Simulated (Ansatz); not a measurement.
Cs3Bi2Br9 (P-3m1), computed twice by G0W0.

It takes space group P-3m1 (No. 164, trigonal). The conventional cell has a = 7.972 Å, b = 7.972 Å, c = 9.867 Å, α = 90.00°, β = 90.00°, γ = 120.00°. Nearest to Cs lie 12 Br at 3.96 to 4.01 Å. Cs has 12 Br at 3.99 to 4.07 Å nearest. Nearest to Bi lie 6 Br at 2.71 to 2.98 Å. Nearest to Br lie 2 Bi at 2.98 Å and 4 Cs at 3.99 to 4.01 Å. Nearest to Br lie 1 Bi at 2.71 Å and 4 Cs at 3.96 to 4.07 Å. Farther neighbours and most contacts between anions are not listed.

```yaml
crystal:
  lattice:
    - [7.97200, 0.00000, 0.00000]
    - [-3.98600, 6.90395, 0.00000]
    - [0.00000, 0.00000, 9.86700]
  atoms:
    - { symbol: Cs, position: [0.66667, 0.33333, 0.66690] }
    - { symbol: Cs, position: [0.33333, 0.66667, 0.33310] }
    - { symbol: Cs, position: [0.00000, 0.00000, 0.00000] }
    - { symbol: Bi, position: [0.66667, 0.33333, 0.19180] }
    - { symbol: Bi, position: [0.33333, 0.66667, 0.80820] }
    - { symbol: Br, position: [0.50000, 0.50000, 0.00000] }
    - { symbol: Br, position: [0.50000, 0.00000, 0.00000] }
    - { symbol: Br, position: [0.00000, 0.50000, 0.00000] }
    - { symbol: Br, position: [0.33530, 0.16765, 0.33940] }
    - { symbol: Br, position: [0.83235, 0.16765, 0.33940] }
    - { symbol: Br, position: [0.83235, 0.66470, 0.33940] }
    - { symbol: Br, position: [0.16765, 0.33530, 0.66060] }
    - { symbol: Br, position: [0.16765, 0.83235, 0.66060] }
    - { symbol: Br, position: [0.66470, 0.83235, 0.66060] }
```

The cell and positions come from the Crystallography Open Database and are kept as given unless a step says otherwise. Spin-orbit coupling is left out unless a run names it. PAW set soft_2, made with PBE.

The first (Ansatz 0.2.0; start r2SCAN, 3×3×2 mesh, 1052 empty bands, screening to 90 eV; 1 × NVIDIA H100 80GB HBM3 (shared by 6 runs) with 2 threads of AMD EPYC 7R13 (Zen 3), shared host) gave, on its mesh: starting gap 2.89 eV, G0W0 gap 4.02 eV, RPA ε∞ (mean) 3.39, 65 s.

The second changes empty bands from 1052 to 173 and screening cutoff (eV) from 90.0 to 27. What does it give?

It gave: starting gap 2.89 eV, G0W0 gap 3.96 eV, RPA ε∞ (mean) 3.43, 22 s. The G0W0 gap moves by −0.06 eV, +0.00 eV from the start and −0.06 eV from the correction. Σc changes by +0.64 eV at the valence top and +0.58 eV at the conduction bottom, and Σx − Vxc between them by +0.00 eV.

Limits: not at the basis limit; no spin-orbit coupling.

[Paths, hosts, dates, memory and timing lines, banners, echoed tables and standing remarks are left out of the program output.]

[Logs are printed without paths, hosts, clocks, repeated set-up lines and the standing remarks that a program may print on its own settings, such as how far it seeks lower states.]

[Runs of the session that timed out or met a known fault of the program may be left out.]

[Cells called generated may have been cut or substituted from an entry of the Crystallography Open Database or the Materials Project.]

[Hosts, paths, dates, database ids (printed as entryN), source tags and the programs' standing remarks are cut or masked in the printed files.]
